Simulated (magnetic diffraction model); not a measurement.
## Magnetic neutron pattern of K3Co2Br2F5

Space group I4/mmm (no. 139), a = 4.3880 Å, c = 22.2550 Å.

```csv
site,atom,x,y,z
4e,Br,0,0,0.1941
4e,Co,1/2,1/2,0.4062
4e,K,0,0,0.3178
2b,K,1/2,1/2,0
8g,F,0,1/2,0.0944
2a,F,0,0,0
```

This is a made-up structure (elements placed in a structure type, unrelaxed), so the numbers test the method and describe no known phase.

Only Co is taken to order (form factors of Co2+); orders and moment sizes are assumed, and not adapted to the symmetry. Radiation: neutrons of λ = 2.41 Å, 8° to 95°; isotropic B of 0.44 Å² (Br), 0.48 Å² (Co), 0.61 Å² (K) and 0.96 Å² (F). Simulated constant-wavelength pattern: nuclear and magnetic terms add, the magnetic one as |2.695 fm × Σ f S⊥ exp(2πi Q·r) exp(−B s²)|², summed over all Q at one angle with the factor 1/(sin²θ cos θ). For collinear order S is the moment m, which repeats by lattice and centring translations R with the sign exp(−2πi k·R). Free-ion form factors, Sears's scattering lengths of 1992, no absorption; a label names one of the reflections at its angle. The strongest nuclear line in the range is 100, and lines under 0.2 are left out.

Assume the order k = (0 0 0), collinear moments along [101], 2.3 μB on Co; signs + at (1/2, 1/2, 0.4062), − at (0, 0, 0.0938).

Predict the pattern, nuclear and magnetic parts apart.

```
2θ (°)     index  nuclear  magnetic
 12.43   (0 0 2)      6.9       1.6
 25.02   (0 0 4)      7.3       0.2
 32.51   (1 0 1)     12.7       7.5
 37.21   (1 0 3)      2.4      13.1
 37.91   (0 0 6)      0.3       0.0
 45.37   (1 0 5)      2.0       0.2
 45.70   (1 1 0)      9.2       0.0
 47.55   (1 1 2)     16.3       7.8
 51.34   (0 0 8)      2.3       0.1
 52.80   (1 1 4)     46.3       2.8
 55.81   (1 0 7)      5.5       1.6
 60.84   (1 1 6)    100.0       0.4
 65.56  (0 0 10)     39.4       0.0
 66.63   (2 0 0)     99.0       0.0
 68.02   (1 0 9)      4.8       0.7
 68.08   (2 0 2)      1.0       3.0
 71.15   (1 1 8)      7.3       1.5
 72.37   (2 0 4)      4.3       1.3
 76.11   (2 1 1)      5.9       1.6
 78.87   (2 1 3)      1.6       4.2
 79.30   (2 0 6)      0.3       0.2
 81.04  (0 0 12)      6.5       0.0
 81.97  (1 0 11)      3.3       0.0
 83.57  (1 1 10)      3.7       0.1
 84.30   (2 1 5)      1.6       0.1
 88.77   (2 0 8)      4.3       1.0
 92.37   (2 1 7)      5.8       1.5
```

The strongest magnetic line in the range is (1 0 3) at 37.21° (13.1). On top of the Lorentz factor, which all lines share, magnetic lines fade with angle because f falls: for Co2+ it is 0.91, 0.71, 0.49 and 0.18 at sin θ/λ = 0.1, 0.2, 0.3 and 0.5 Å⁻¹, while nuclear lengths stay constant. The order has no net moment.

[Logs are printed without paths, hosts, clocks, repeated set-up lines and the standing remarks that a program may print on its own settings, such as how far it seeks lower states.]
